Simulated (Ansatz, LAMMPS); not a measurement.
# What went wrong? glassy 81SiO2-7Na2O-7CaO-4ZnO (mol %) (78 atoms)

Program: Ansatz 0.2.0. The cell: 22 Si, 4 Na, 2 Ca, 1 Zn and 49 O.

Contents of input.yaml:

```yaml
crystal:
  lattice:
    - [10.30326, 0.0, 0.0]
    - [0.0, 10.30326, 0.0]
    - [0.0, 0.0, 10.30326]
  atoms:
    - { symbol: Si, position: [0.87602, 0.57268, 0.70168] }
    - { symbol: Si, position: [0.52218, 0.58176, 0.45698] }
    - { symbol: Si, position: [0.58761, 0.10923, 0.38203] }
    - { symbol: Si, position: [0.26062, 0.68073, 0.56661] }
    - { symbol: Si, position: [0.97413, 0.17139, 0.61865] }
    - { symbol: Si, position: [0.77666, 0.85222, 0.79704] }
    - { symbol: Si, position: [0.45506, 0.68063, 0.17284] }
    - { symbol: Si, position: [0.32128, 0.97978, 0.93159] }
    - { symbol: Si, position: [0.2106, 0.80953, 0.29555] }
    - { symbol: Si, position: [0.3425, 0.46239, 0.007] }
    - { symbol: Si, position: [0.17333, 0.35553, 0.23375] }
    - { symbol: Si, position: [0.172, 0.38276, 0.5241] }
    - { symbol: Si, position: [0.97752, 0.28988, 0.00636] }
    - { symbol: Si, position: [0.03277, 0.02924, 0.86113] }
    - { symbol: Si, position: [0.77879, 0.95526, 0.52075] }
    - { symbol: Si, position: [0.45855, 0.23091, 0.83715] }
    - { symbol: Si, position: [0.67448, 0.87074, 0.07659] }
    - { symbol: Si, position: [0.45799, 0.31039, 0.55215] }
    [... 54 atom lines left out ...]
    - { symbol: O, position: [0.08314, 0.37008, 0.92488] }
    - { symbol: O, position: [0.83714, 0.34745, 0.99428] }
    - { symbol: O, position: [0.99211, 0.14558, 0.96017] }
    - { symbol: O, position: [0.25893, 0.5216, 0.87869] }
    - { symbol: O, position: [0.31475, 0.3139, 0.49726] }
    - { symbol: O, position: [0.39244, 0.32685, 0.95132] }
kpoints:
  mp_grid: { grid: [1, 1, 1] }
hamiltonian:
  xc: pbe
scf:
  occupations: { method: fermi_dirac, width: 0.05 }
  eigensolver: { kind: { support_functions: { accuracy: medium, radius: 3.14 } } }
  max_iter: 150
output:
  forces: true
  eigenvalues: true
```

Command:

```console
ansatz run input.yaml --threads 4 --pin off --max-ram 8192MiB --backend cpu --events-out ev --progress --plain --runs-dir out
```

The log of the run:

```text
Warning: scf.eigensolver.kind.support_functions: disabling space-group detection — the functions' gradient is summed over unrotated k-points, so no spatial operation reduces the k-mesh or symmetrises the density; time reversal is kept, so that k and −k are solved as one point where they differ and the mesh holds both, and exact exchange and, on two spinor components, a DFT+U term hold to it where the run has them: [...]
Warning: basis.ecutwfc = 464 eV, auto-derived: no grid that the accuracy of the support functions lays serves the files at the lower one that their records recommend; a deck with other species or settings can derive another value
settings of this run that can trade accuracy for cost: scf.eigensolver.kind.support_functions [...]
Engine: ansatz 0.2.0, x86_64-unknown-linux-gnu
Pseudopotentials: kind: paw
Pseudopotential: Si, paw, valence charge 4, recommended cutoff 420 eV (normal), Si.paw.azcp
Pseudopotential: Na, paw, valence charge 9, recommended cutoff 420 eV (normal), Na.paw.azcp
Pseudopotential: Ca, paw, valence charge 10, recommended cutoff 420 eV (normal), Ca.paw.azcp
Pseudopotential: Zn, paw, valence charge 12, recommended cutoff 420 eV (normal), Zn.paw.azcp
Pseudopotential: O, paw, valence charge 6, recommended cutoff 420 eV (normal), O.paw.azcp
[... 5 lines on functional and potentials left out ...]
Error: SCF: the radius of support functions is under 3.52 Å, the least for these sites at the functions' level (scf.eigensolver.kind.support_functions.accuracy). Use scf.eigensolver.kind: auto, or type scf.eigensolver.kind.support_functions.radius at least as long, [...]
```

Wall time 4.3 s (4 threads of AMD EPYC 9R45, shared host); peak memory 0.4 GiB.

**Question.** What is wrong with this input, and how is it mended?

A radius under the least that the level allows: support_functions.radius = 3.14.

The fix is to use a longer radius.

The run ended with an error.

[Logs are printed without paths, hosts, clocks, repeated set-up lines and the standing remarks that a program may print on its own settings, such as how far it seeks lower states.]

[Hosts, paths, dates, database ids (printed as entryN), source tags and the programs' standing remarks are cut or masked in the printed files.]
